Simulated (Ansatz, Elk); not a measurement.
# Bonding as seen by X-rays: HRu2C

Structure refinements treat a crystal as free atoms side by side. For a made-up structure of HRu2C (cell and positions from a PBE relaxation) the runs below show what the calculated density changes in F(hkl).

Method: DFT, PBE, all-electron APW+lo, Dirac cores, scalar-relativistic bands, static density, no spin, in Elk 11.2.3 (patched build).

The structure was built from a prototype and need not be the compound's stable phase.

## (1) Starting point

The structure is trigonal, space group R-3m (No. 166). Conventional cell: a = 3.126 Å, b = 3.126 Å, c = 13.135 Å, α = 90.00°, β = 90.00°, γ = 120.00°. Nearest to Ru lie 3 C at 2.08 Å and 3 H at 2.15 Å. Nearest to C lie 6 Ru at 2.08 Å. Nearest to H lie 6 Ru at 2.15 Å. Farther neighbours are not listed.

Structure file:

```cif
data_structure
_symmetry_space_group_name_H-M 'P 1'
_symmetry_Int_Tables_number 1
_cell_length_a 4.7358
_cell_length_b 4.7358
_cell_length_c 4.7358
_cell_angle_alpha 38.544
_cell_angle_beta 38.544
_cell_angle_gamma 38.544
_cell_volume 37.06
loop_
_atom_site_label
_atom_site_type_symbol
_atom_site_fract_x
_atom_site_fract_y
_atom_site_fract_z
_atom_site_occupancy
Ru1 Ru 0.24498 0.24498 0.24498 1
Ru2 Ru 0.75502 0.75502 0.75502 1
C3 C 0.50000 0.50000 0.50000 1
H4 H 0.00000 0.00000 0.00000 1
```

## (2) Ground state and structure factors

An all-electron density is needed, since X-rays see the cores too. Task 0 finds the density and task 195 Fourier-transforms it; tshift is off so that phases refer to the origin typed.

File elk.in:

```
tasks
  0
  195

xctype
  20

spinpol
  .false.

rgkmax
  7.0

gmaxvr
  14.0

lmaxo
  7

lmaxapw
  8

swidth
  0.002

tshift
  .false.

ramdisk
  .false.

hmaxvr
  5.5

maxscl
  120

epspot
  1e-06

sppath
  './'

avec
  2.95374350470 1.70534460786 8.27393839975
  -2.95374350470 1.70534460786 8.27393839975
  0.00000000000 -3.41068921481 8.27393839994

atoms
  3
  'Ru.in'
  2
  0.2449772361 0.2449772361 0.2449772361   0.000000 0.000000 0.000000
  0.7550227639 0.7550227639 0.7550227639   0.000000 0.000000 0.000000
  'C.in'
  1
  0.5000000000 0.5000000000 0.5000000000   0.000000 0.000000 0.000000
  'H.in'
  1
  0.0000000000 0.0000000000 0.0000000000   0.000000 0.000000 0.000000

ngridk
  8 8 8
```

Launch:

```bash
$ OMP_NUM_THREADS=4 elk
```

Numbers of over 12 decimals in the logs are rounded to 6 here.

The program printed:

```text
┌─────────────────────────┐
│ Elk code version 11.2.3 │
└─────────────────────────┘

All units are atomic (Hartree, Bohr, etc.)

┌─────────────────────────────────────────────────┐
│ Ground-state run starting from atomic densities │
└─────────────────────────────────────────────────┘

Lattice vectors :
   2.953743505       1.705344608       8.273938400
  -2.953743505       1.705344608       8.273938400
   0.000000000      -3.410689215       8.273938400

Reciprocal lattice vectors :
   1.063596974      0.6140679993      0.2531315803
  -1.063596974      0.6140679993      0.2531315803
 -0.1170456011E-16  -1.228135998      0.2531315803

Unit cell volume      :    250.0624406
Brillouin zone volume :   0.9919531014

Muffin-tin inner radius fraction :   0.1000000000E-01

Nuclei treated as point charges

Species : 1 (Ru)
 parameters loaded from : Ru.in
 name : ruthenium
 nuclear charge    :   -44.00000000
 electronic charge :    44.00000000
 atomic mass :    184239.3393
 muffin-tin radius :    2.290192356
 number of radial points in muffin-tin :   1193
 inner part over the whole radius :   0.9931517821E-02
 number on inner part of muffin-tin    :    846
 approximate nuclear radius :   0.8462081736E-04
 number of mesh points to nuclear radius :    425
 atomic positions (lattice), magnetic fields (Cartesian) :
  1 :   0.24497724  0.24497724  0.24497724    0.00000000  0.00000000  0.00000000
  2 :  -0.24497724 -0.24497724 -0.24497724    0.00000000  0.00000000  0.00000000

Species : 2 (C)
 parameters loaded from : C.in
 name : carbon
 nuclear charge    :   -6.000000000
 electronic charge :    6.000000000
 atomic mass :    21894.16674
 muffin-tin radius :    1.585517785
 number of radial points in muffin-tin :    593
 inner part over the whole radius :   0.9827530188E-02
 number on inner part of muffin-tin    :    404
 approximate nuclear radius :   0.4747601631E-04
 number of mesh points to nuclear radius :    167
 atomic positions (lattice), magnetic fields (Cartesian) :
  1 :   0.50000000  0.50000000  0.50000000    0.00000000  0.00000000  0.00000000

Species : 3 (H)
 parameters loaded from : H.in
 name : hydrogen
 nuclear charge    :   -1.000000000
 electronic charge :    1.000000000
 atomic mass :    1837.362221
 muffin-tin radius :    1.400000000
 number of radial points in muffin-tin :    393
 inner part over the whole radius :   0.9705542320E-02
 number on inner part of muffin-tin    :    258
 approximate nuclear radius :   0.2766748019E-04
 number of mesh points to nuclear radius :     78
 atomic positions (lattice), magnetic fields (Cartesian) :
  1 :   0.00000000  0.00000000  0.00000000    0.00000000  0.00000000  0.00000000

Total number of atoms per unit cell :    4
Total muffin-tin volume :    128.8212631
 ratio of muffin-tin to unit cell volume :   0.5151563859

Spin treatment :
 spin-unpolarised

Number of Bravais lattice symmetries :   12
Number of crystal symmetries         :   12
Crystal has inversion symmetry
Real symmetric eigensolver will be used

k-point grid :      8     8     8
k-point offset :    0.000000000       0.000000000       0.000000000
k-point set is reduced with full crystal symmetry group
Total number of k-points :       65

Muffin-tin radius times maximum |G+k| :    7.000000000
 using average radius
Maximum |G+k| for APW functions       :    3.700814279
Maximum (1/2)|G+k|²                   :    6.848013165
Maximum |G| for potential and density :    14.00000000
Constant for pseudocharge density :    8
 order of it for each species :   15  15  15
 order of it for pair densities of each species (exact exchange by exxq0 0: 16) :   14   5   4
Radial integration step length :    1

G-vector grid sizes :     40    40    40
Number of G-vectors :    11533

Maximum angular momentum used for
 APW functions            :    8
 outer part of muffin-tin :    7
 inner part of muffin-tin :    2

Total nuclear charge    :   -95.00000000
Total core charge       :    58.00000000
Total valence charge    :    37.00000000
[...]
total energy                :     -9103.4346746010

Density of states at Fermi energy :    68.94185529
 (states/Hartree/unit cell)

Estimated indirect band gap :   0.1150016442E-02
 from k-point 26 to k-point 5
Estimated direct band gap   :   0.3150303527E-02
 at k-point 26

Charges :
 core                        :    58.00000000
 valence                     :    37.00000000
 interstitial                :    5.815596473
 muffin-tins (core leakage)
  species : 1 (Ru)
   atom 1                    :    41.47701235     (  0.2488836621E-06)
   atom 2                    :    41.47701235     (  0.2488836621E-06)
  species : 2 (C)
   atom 1                    :    5.399033358     (  0.2336215126E-04)
  species : 3 (H)
   atom 1                    :   0.8313454681     (   0.000000000    )
 total in muffin-tins        :    89.18440353
 total calculated charge     :    94.99803342
 total charge                :    95.00000000
 error                       :   0.1966578245E-02

RMS change in Kohn-Sham potential (target) :    11.50224940     (  0.1000000000E-05)
Absolute change in total energy (target)   :   0.1106391108     (  0.1000000000E-03)

[... loops 3 to 21 left out ...]

┌──────────────────┐
│ Loop number : 22 │
└──────────────────┘

Energies :
 Fermi                       :     0.471825
 sum of occupied eigenvalues :     -5413.1420547886
 electron kinetic            :      9468.4082032686
 core electron kinetic       :      9200.5648855470
 Coulomb                     :     -18297.268060148
 Coulomb potential           :     -14525.009935085
 nuclear-nuclear             :     -1161.1501722790
 electron-nuclear            :     -19777.516411799
 Hartree                     :      2641.3985239298
 Madelung                    :     -11034.763092606
 xc potential                :     -356.54032297242
 exchange                    :     -268.54136275213
 correlation                 :     -4.948182
 electron entropic           :    -0.10575125502673E-02
 total energy                :     -9102.3504588662

Density of states at Fermi energy :    82.71442139
 (states/Hartree/unit cell)

Estimated indirect band gap :   0.6646213077E-03
 from k-point 58 to k-point 55
Estimated direct band gap   :   0.4499357452E-02
 at k-point 41

Charges :
 core                        :    58.00000000
 valence                     :    37.00000000
 interstitial                :    5.372144599
 muffin-tins (core leakage)
  species : 1 (Ru)
[...]
species : 2 (C)
[...]
species : 3 (H)
   atom 1                    :   0.7543053891     (   0.000000000    )
 total in muffin-tins        :    89.62785540
 total calculated charge     :    94.99838242
 total charge                :    95.00000000
 error                       :   0.1617577944E-02

RMS change in Kohn-Sham potential (target) :   0.4558812688E-06 (  0.1000000000E-05)
Absolute change in total energy (target)   :   0.3778646715E-05 (  0.1000000000E-03)

Convergence targets achieved

┌──────────────────┐
│ Loop number : 23 │
└──────────────────┘

Energies :
 Fermi                       :     0.471825
 sum of occupied eigenvalues :     -5413.1420564546
 electron kinetic            :      9468.4082038673
 core electron kinetic       :      9200.5648837326
 Coulomb                     :     -18297.268063267
 Coulomb potential           :     -14525.009932032
 nuclear-nuclear             :     -1161.1501722790
 electron-nuclear            :     -19777.516421251
 Hartree                     :      2641.3985302628
 Madelung                    :     -11034.763097251
 xc potential                :     -356.54032829010
 exchange                    :     -268.54136294112
 correlation                 :     -4.948182
 electron entropic           :    -0.10575125538016E-02
 total energy                :     -9102.3504615798

Density of states at Fermi energy :    82.71442131
 (states/Hartree/unit cell)

Estimated indirect band gap :   0.6646212375E-03
 from k-point 58 to k-point 55
Estimated direct band gap   :   0.4499356694E-02
 at k-point 41

Charges :
 core                        :    58.00000000
 valence                     :    37.00000000
 interstitial                :    5.372144521
 muffin-tins (core leakage)
  species : 1 (Ru)
   atom 1                    :    42.10289808     (  0.2221818214E-06)
   atom 2                    :    42.10289808     (  0.2221818214E-06)
  species : 2 (C)
   atom 1                    :    4.667753932     (  0.2365028877E-04)
  species : 3 (H)
   atom 1                    :   0.7543053888     (   0.000000000    )
 total in muffin-tins        :    89.62785548
 total calculated charge     :    94.99838242
 total charge                :    95.00000000
 error                       :   0.1617577843E-02

┌──────────────────────────────┐
│ Self-consistent loop stopped │
└──────────────────────────────┘

Wrote STATE.OUT
```

Wall time 36 s (4 threads of Arm Neoverse V1, shared host); peak memory 0.16 GiB; 2 min of CPU time.

SFACRHO.OUT:

```text

h k l indices transformed by vhmat matrix:
   1.000000000       0.000000000       0.000000000    
   0.000000000       1.000000000       0.000000000    
   0.000000000       0.000000000       1.000000000    

      h      k      l  multipl.   |H|            Re(F)            Im(F)           |F|

      0      0      0      1   0.0000000       95.000000     -0.22132588E-16   95.000000    
      1      1      1      2  0.75939474      -11.858564     -0.30296224E-14   11.858564    
      0      0     -1      6   1.2539512      -1.1436953     -0.58243866E-15   1.1436953    
     -1      0     -1      6   1.3283902      -65.446381      0.26664006E-14   65.446381    
     -2     -2     -2      2   1.5187895      -61.626463     -0.58244388E-14   61.626463    
     -2     -1     -1      6   1.5917059       68.544445      0.27983622E-15   68.544445    
     -2     -2     -1      6   1.7635782       7.3994881      0.24312296E-14   7.3994881    
     -1      0      1      6   2.1271939       60.444179     -0.58631568E-15   60.444179    
      2      2      3      6   2.1559272      -14.728061      0.21074060E-14   14.728061    
     -2      0     -1     12   2.2586798      -7.2896190      0.27736819E-14   7.2896190    
     -3     -3     -3      2   2.2781842       13.754093      0.80876988E-14   13.754093    
     -2     -3     -3      6   2.3683657       55.492319      0.21774129E-14   55.492319    
     -1      1      1      6   2.4692808     -0.12260296     -0.31786236E-14  0.12260296    
      0      2      0      6   2.5079024      -51.050272     -0.50586403E-15   51.050272    
     -1     -3     -2     12   2.6137474      -49.085797     -0.44344547E-14   49.085797    
      0      2      2      6   2.6567803       53.321656     -0.43536574E-14   53.321656    
     -1     -1     -3      6   2.7631797       6.1348949     -0.13847351E-14   6.1348949    
      4      3      3      6   2.8135170      -45.673611     -0.23874445E-14   45.673611
```

Elk indexes on the primitive cell of elk.in and gives |H| = 4π sin θ/λ in inverse bohr. Below, one row stands for each form hkl of the conventional cell (m members, Friedel mates merged), F is for one primitive cell and the density is static (no thermal factor). Free-atom factors are Waasmaier and Kirfel's, and R is Σm||F|−|F'||/Σm|F|. Elk warned that it couldn't find a linearisation energy, which lowers the accuracy of some states in this run and its variants.

```csv
hkl,m,sin θ/λ (Å⁻¹),"abs F, DFT",neutral atoms,diff.
003,2,0.114,11.859,11.687,+0.172
101,6,0.189,1.144,0.948,+0.196
012,6,0.200,65.446,66.018,-0.571
006,2,0.228,61.627,62.225,-0.599
104,6,0.239,68.544,68.751,-0.207
015,6,0.265,7.399,7.442,-0.042
110,6,0.320,60.444,60.492,-0.047
107,6,0.324,14.728,14.719,+0.009
113,12,0.340,7.290,7.351,-0.061
009,2,0.343,13.754,13.653,+0.101
018,6,0.356,55.492,55.406,+0.087
021,6,0.371,0.123,0.218,-0.095
202,6,0.377,51.050,50.883,+0.167
116,12,0.393,49.086,48.956,+0.130
024,6,0.400,53.322,53.199,+0.122
205,6,0.415,6.135,6.148,-0.013
1 0 10,6,0.423,45.674,45.463,+0.210
027,6,0.456,12.171,12.175,-0.004
0 0 12,2,0.457,46.623,46.269,+0.354
0 1 11,6,0.458,17.993,17.923,+0.070
119,12,0.469,11.549,11.535,+0.014
208,6,0.479,46.955,46.856,+0.099
```

## (3) The highest occupied states alone

An energy window below the Fermi level keeps the highest occupied states, to see at which angles they scatter; shallow core shells can lie inside it and anion s states outside. No new self-consistency is needed.

elk.in, as its differences from that of step 2:

```diff
@@ -1,3 +1,2 @@
 tasks
-  0
   195
@@ -40,2 +39,5 @@
 
+wsfac
+  -0.079410 0.771830
+
 sppath
```

Launch:

```bash
$ OMP_NUM_THREADS=4 elk
```

The program printed:

```text
┌─────────────────────────────────┐
│ Elk code version 11.2.3 started │
└─────────────────────────────────┘

Info(readinput): the functional depends on the density's gradient
 muffin-tin radial points multiplied by    2.00000
 (not where nrmtscf is given)

┌────────────────────┐
│ Current task : 195 │
└────────────────────┘
Info(checkmt): changed muffin-tin radius of species 1 (Ru) from   2.6000 to   2.2902
Info(checkmt): changed muffin-tin radius of species 2 (C) from   1.8000 to   1.5855

Warning(linengy): could not find 1 linearisation energies in s.c. loop 1

Info(sfacrho): density structure factors written to SFACRHO.OUT

 Energy window :  -0.7941000000E-01  0.7718300000

┌──────────────────┐
│ Elk code stopped │
└──────────────────┘
```

Wall time 4.3 s (4 threads); peak memory 0.17 GiB.

States within 15 eV below the Fermi level hold 21.00 electrons; any levels below the window count with the cores. Their amplitudes can exceed the total, where window and core parts have opposite phase:

```csv
hkl,sin θ/λ (Å⁻¹),"abs F, window","abs F, all"
003,0.114,3.293,11.859
101,0.189,1.248,1.144
012,0.200,2.948,65.446
006,0.228,1.981,61.627
104,0.239,5.146,68.544
015,0.265,0.163,7.399
110,0.320,2.130,60.444
107,0.324,0.566,14.728
113,0.340,0.242,7.290
009,0.343,0.194,13.754
```

(Part 1 of 2 ends here.)

[Logs are printed without paths, hosts, clocks, repeated set-up lines and the standing remarks that a program may print on its own settings, such as how far it seeks lower states.]

[Hosts, paths, dates, database ids (printed as entryN), source tags and the programs' standing remarks are cut or masked in the printed files.]
